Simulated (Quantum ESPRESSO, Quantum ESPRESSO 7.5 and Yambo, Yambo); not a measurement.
# SrTiO3 (Tausonite): Bethe-Salpeter spectra with Yambo

Wanted: excitons and ε₂ of SrTiO3 (Tausonite), with cost.

Calculated with Quantum ESPRESSO 7.5 and Yambo 5.3.0; PBE and many-body steps on it, plane waves.

### Step 1. The structure

Symmetry: Pm-3m, No. 221, cubic system. The conventional cell has a = 3.905 Å, b = 3.905 Å, c = 3.905 Å, α = 90.00°, β = 90.00°, γ = 90.00°. Nearest to Sr lie 12 O at 2.76 Å. Nearest to Ti lie 6 O at 1.95 Å. Nearest to O lie 2 Ti at 1.95 Å and 4 Sr at 2.76 Å. Farther neighbours and most contacts between anions are not listed.

Structure file:

```cif
data_structure
_symmetry_space_group_name_H-M 'P 1'
_symmetry_Int_Tables_number 1
_cell_length_a 3.9053
_cell_length_b 3.9053
_cell_length_c 3.9053
_cell_angle_alpha 90.000
_cell_angle_beta 90.000
_cell_angle_gamma 90.000
_cell_volume 59.56
loop_
_atom_site_label
_atom_site_type_symbol
_atom_site_fract_x
_atom_site_fract_y
_atom_site_fract_z
_atom_site_occupancy
Sr1 Sr 0.50000 0.50000 0.50000 1
Ti2 Ti 0.00000 0.00000 0.00000 1
O3 O 0.50000 0.00000 0.00000 1
O4 O 0.00000 0.50000 0.00000 1
O5 O 0.00000 0.00000 0.50000 1
```

The cell and positions come from the Crystallography Open Database and are kept as given unless a step says otherwise.

### Step 2. Empty states on the mesh, 4×4×4 mesh, 67 bands

This step: Quantum ESPRESSO 7.5; DFT, PBE, plane waves, norm-conserving pseudopotentials.

The sums over transitions need many empty states on a uniform mesh; this step solves for them.

pw.in reads:

```
&control
  calculation = 'nscf'
  prefix = 'x'
  outdir = 'o'
  pseudo_dir = 'pseudo'
/
&system
  ibrav = 0
  nat = 5
  ntyp = 3
  ecutwfc = 76.0
  nbnd = 67
  force_symmorphic = .true.
/
&electrons
  conv_thr = 1e-9
  electron_maxstep = 80
  diago_full_acc = .true.
  diago_thr_init = 5e-6
/
ATOMIC_SPECIES
  Sr 87.62 Sr.upf
  Ti 47.867 Ti.upf
  O 15.999 O.upf
CELL_PARAMETERS angstrom
  3.9052800000 0.0000000000 0.0000000000
  0.0000000000 3.9052800000 0.0000000000
  0.0000000000 0.0000000000 3.9052800000
ATOMIC_POSITIONS crystal
  Sr 0.5000000000 0.5000000000 0.5000000000
  Ti 0.0000000000 0.0000000000 0.0000000000
  O 0.5000000000 0.0000000000 0.0000000000
  O 0.0000000000 0.5000000000 0.0000000000
  O 0.0000000000 0.0000000000 0.5000000000
K_POINTS automatic
  4 4 4 0 0 0
```

On the command line:

```sh
$ OMP_NUM_THREADS=1 mpirun -n 4 pw.x -nk 4 -in pw.in > pw.out
```

Output:

```text
Program PWSCF v.7.5 starts

     This program is part of the open-source Quantum ESPRESSO suite
     for quantum simulation of materials; please cite
         "P. Giannozzi et al., J. Phys.:Condens. Matter 21 395502 (2009);
         "P. Giannozzi et al., J. Phys.:Condens. Matter 29 465901 (2017);
         "P. Giannozzi et al., J. Chem. Phys. 152 154105 (2020);
     in publications or presentations arising from this work. More details at

     Atomic positions and unit cell read from directory:
     o/x.save/

     Message from routine setup:
[...]
49.3499  49.5909  49.7696

          k = 0.0000 0.0000-0.5000 (  4484 PWs)   bands (ev):

[...]
37.7092  38.4477  42.4565  43.5042  43.7767  43.7767  44.6005  44.8174
    45.0273  45.7350  46.3178  46.3178  47.9504  47.9504  48.8064  49.2405
    49.3407  49.9430  51.8258

          k = 0.0000 0.2500 0.2500 (  4514 PWs)   bands (ev):

     [... further k-points ...]

     highest occupied, lowest unoccupied level (ev):    10.0469   11.9546

     XML data file, pseudopotentials, collected wavefunctions

=------------------------------------------------------------------------------=
   JOB DONE.
=------------------------------------------------------------------------------=
```

Wall time 6.1 s (4 MPI ranks of Arm Neoverse V2, shared host); peak memory 0.32 GiB.

Numbers from this step:

| Quantity | Value |
| --- | --- |
| gap | 1.908 eV |
| k of the valence top | -0.5, -0.5, -0.5 |
| k of the conduction bottom | 0, 0, 0 |
| least direct gap | 2.263 eV |
| k points computed | 10 |
| lowest point of the top converged band, above the valence top | 39.47 eV |

On this mesh the gap is 1.908 eV.

The density comes from a self-consistent run that is not shown.

### Step 3. Conversion and set-up

This step: Yambo 5.3.0; conversion and set-up on PBE, plane waves, norm-conserving pseudopotentials.

The states are converted to the many-body program's format and the q mesh is built.

On the command line:

```sh
$ (cd o/x.save; p2y > p2y.log; mv SAVE ../..); yambo > setup.log
```

Output:

```text
 Yambo, version 5.3.0

 [02] CORE Variables Setup
 =========================

  [02.01] Unit cells
  ==================

  Cell kind             :  CUB
  Atoms in the cell     :  Sr  Ti  O
  number of Sr atoms    :  1
  number of Ti atoms    :  1
  number of O  atoms    :  3

  List of atomic masses
  Mass of Sr    :  87.62000
  Mass of Ti    :  47.86700
  Mass of O     :  15.99900

  List of atomic coordinates    : [cc]
  Sr1       :  3.689955  3.689955  3.689955  order 1
  Ti1       :  0.000000  0.000000  0.000000  order 2
  O1       :  3.689955  0.000000  0.000000  order 3
[...]
IBZ Q-points                                      :  10
 BZ  Q-points                                      :   64

 K/Q-points units:
 rlu = crystal or reduced units; cc = cartesian coordinates; iku = interal k-units

 Q [ 1]         [rlu]:  0.000000  0.000000  0.000000
 Q [ 2]         [rlu]:  0.000000  0.000000  0.250000
 Q [ 3]         [rlu]:  0.000000  0.000000 -0.500000
[...]
Q [ 8]         [rlu]:  0.250000  0.250000 -0.500000
 Q [ 9]         [rlu]:  0.250000 -0.500000 -0.500000
 Q [10]         [rlu]: -0.500000 -0.500000 -0.500000

  [03.01] X indexes
  =================

   [03.01.01] Sigma indexes
   ========================

 [06] Game Over & Game summary
```

Run time: 2.8 s. Hardware: 1 MPI rank; peak memory 0.25 GiB.

### Step 4. Screening and self-energy, 4×4×4 mesh, 67 bands, screening to 95.2 eV

G0W0 replaces the xc potential by the self-energy, built once from these orbitals. Only a window of levels is corrected, while the sums run over the empty bands that the input names.

This step: G0W0 on PBE, plane waves, norm-conserving pseudopotentials.

gw1.in reads:

```
HF_and_locXC
gw0
dyson
ppa
em1d
rim_cut
RandQpts= 1000000
RandGvec= 1 RL
EXXRLvcs= 76 Ry
VXCRLvcs= 304 Ry
Chimod= "HARTREE"
% BndsRnXp
 1 | 67 |
%
NGsBlkXp= 7 Ry
% LongDrXp
 1 | 1 | 1 |
%
% GbndRnge
 1 | 67 |
%
DysSolver= "n"
ExtendOut
PPAPntXp= 27.21138 eV
% QPkrange
 10 | 10 | 19 | 22 |
 1 | 1 | 19 | 22 |
%
```

On the command line:

```sh
$ OMP_NUM_THREADS=1 mpirun -n 4 yambo -F gw1.in -J gw1 -C gw1 > gw1.log
```

Output:

```text
 Yambo, version 5.3.0

 [02] CORE Variables Setup
 =========================

  [... cell, symmetries and grids as in the set-up ...]

  [02.05] Energies & Occupations
  ==============================

  [X] === General ===
  [X] Electronic Temperature                        :  0.000000  0.000000 [eV K]
  [X] Bosonic    Temperature                        :  0.000000  0.000000 [eV K]
  [X] Finite Temperature mode                       : no
  [X] El. density                                   :  0.67159E+24 [cm-3]
[...]
QP @ state[ 1 ] b range                          :  19  22
   QP @ state[ 2 ] K range                          :  10  10
   QP @ state[ 2 ] b range                          :  19  22
   GF energies kind                                 : Perdew, Burke & Ernzerhof(X)+Perdew, Burke & Ernzerhof(C)
   GF WF`s kind                                     : Perdew, Burke & Ernzerhof(X)+Perdew, Burke & Ernzerhof(C)
   Xs energies kind                                 : Perdew, Burke & Ernzerhof(X)+Perdew, Burke & Ernzerhof(C)
   Xs WF`s kind                                     : Perdew, Burke & Ernzerhof(X)+Perdew, Burke & Ernzerhof(C)

 [11] Game Over & Game summary
```

Wall time 38 s (4 MPI ranks); peak memory 1.7 GiB.

This step gave:

```yaml
g0w0_gap_on_the_points_computed: 3.536 eV
starting_gap_on_the_mesh: 1.908 eV
k_of_the_valence_top: -0.5, -0.5, -0.5
k_of_the_conduction_bottom: 0, 0, 0
least_direct_g0w0_gap_on_the_computed_points: 3.889 eV
```

The gap on the mesh goes from 1.91 eV to 3.54 eV, a correction of +1.63 eV.

The gap opens by 1.629 eV; the next steps shift the empty bands rigidly by 1.626 eV. The exciton steps add spin-orbit coupling, which this shift does not hold.

### Step 5. Empty states on the mesh, 4×4×4 mesh, 66 bands

This step: Quantum ESPRESSO 7.5; DFT, PBE with spin-orbit coupling, plane waves, norm-conserving pseudopotentials.

pw.in: that of step 2 with these lines changed.

```diff
@@ -11,4 +11,6 @@
   ecutwfc = 76.0
-  nbnd = 67
+  nbnd = 66
   force_symmorphic = .true.
+  noncolin = .true.
+  lspinorb = .true.
 /
```

On the command line:

```sh
$ OMP_NUM_THREADS=1 mpirun -n 4 pw.x -nk 4 -in pw.in > pw.out
```

Output:

```text
[banner, memory and clock lines left out]
Program PWSCF v.7.5 starts

     Atomic positions and unit cell read from directory:
     o/x.save/

     Message from routine setup:
     using ibrav=0 with symmetry is DISCOURAGED, use correct ibrav instead

     G-vector sticks info

     bravais-lattice index     =            0
     lattice parameter (alat)  =       7.3799  a.u.
     unit-cell volume          =     401.9325 (a.u.)^3
     number of atoms/cell      =            5
     number of atomic types    =            3
     number of electrons       =        40.00
[...]
26.7896  26.7896

          k = 0.0000 0.0000 0.2500 (  4504 PWs)   bands (ev):

[...]
26.5499  26.5500

          k = 0.0000 0.0000-0.5000 (  4484 PWs)   bands (ev):

[...]
16.6440  16.6440  17.3925  17.3925  17.5172  17.5172  18.1289  18.1289
    19.4986  19.4986  19.5281  19.5281  20.4075  20.4075  21.7985  21.7985
    24.9641  24.9641

          k = 0.0000 0.2500 0.2500 (  4514 PWs)   bands (ev):

     [... further k-points ...]

     highest occupied, lowest unoccupied level (ev):    10.0557   11.9474

     XML data file, pseudopotentials, collected wavefunctions
```

It took 12 s on 4 MPI ranks; peak memory 0.47 GiB; 46 s of CPU time.

Numbers from this step:

```yaml
gap: 1.892 eV
k_of_the_valence_top: -0.5, -0.5, -0.5
k_of_the_conduction_bottom: 0, 0, 0
least_direct_gap: 2.231 eV
k_points_computed: 10
lowest_point_of_the_top_converged_band_above_the_valence_top: 12.12 eV
```

On this mesh the gap is 1.892 eV.

The density comes from a self-consistent run that is not shown, made with spin-orbit coupling and fully relativistic files.

### Step 6. Conversion and set-up

This step: Yambo 5.3.0; conversion and set-up on PBE with spin-orbit coupling, plane waves, norm-conserving pseudopotentials.

On the command line:

```sh
$ (cd o/x.save; p2y > p2y.log; mv SAVE ../..); yambo > setup.log
```

Output:

```text
 Yambo, version 5.3.0

 [02] CORE Variables Setup
 =========================

  [02.01] Unit cells
  ==================

  Cell kind             :  CUB
  Atoms in the cell     :  Sr  Ti  O
  number of Sr atoms    :  1
  number of Ti atoms    :  1
  number of O  atoms    :  3

  List of atomic masses
  Mass of Sr    :  87.62000
  Mass of Ti    :  47.86700
  Mass of O     :  15.99900

  List of atomic coordinates    : [cc]
  Sr1       :  3.689955  3.689955  3.689955  order 1
  Ti1       :  0.000000  0.000000  0.000000  order 2
  O1       :  3.689955  0.000000  0.000000  order 3
[...]
IBZ Q-points                                      :  10
 BZ  Q-points                                      :   64

 K/Q-points units:
 rlu = crystal or reduced units; cc = cartesian coordinates; iku = interal k-units

 Q [ 1]         [rlu]:  0.000000  0.000000  0.000000
 Q [ 2]         [rlu]:  0.000000  0.000000  0.250000
 Q [ 3]         [rlu]:  0.000000  0.000000 -0.500000
[...]
Q [ 8]         [rlu]:  0.250000  0.250000 -0.500000
 Q [ 9]         [rlu]:  0.250000 -0.500000 -0.500000
 Q [10]         [rlu]: -0.500000 -0.500000 -0.500000

  [03.01] X indexes
  =================

   [03.01.01] Sigma indexes
   ========================

 [06] Game Over & Game summary
```

Wall time 3.4 s (1 MPI rank); peak memory 0.25 GiB.

(Part 1 of 3 ends here.)

[Paths, hosts, dates, memory and timing lines, banners, echoed tables and standing remarks are left out of the program output.]

[Logs are printed without paths, hosts, clocks, repeated set-up lines and the standing remarks that a program may print on its own settings, such as how far it seeks lower states.]

[Runs of the session that timed out or met a known fault of the program may be left out.]

[Hosts, paths, dates, database ids (printed as entryN), source tags and the programs' standing remarks are cut or masked in the printed files.]
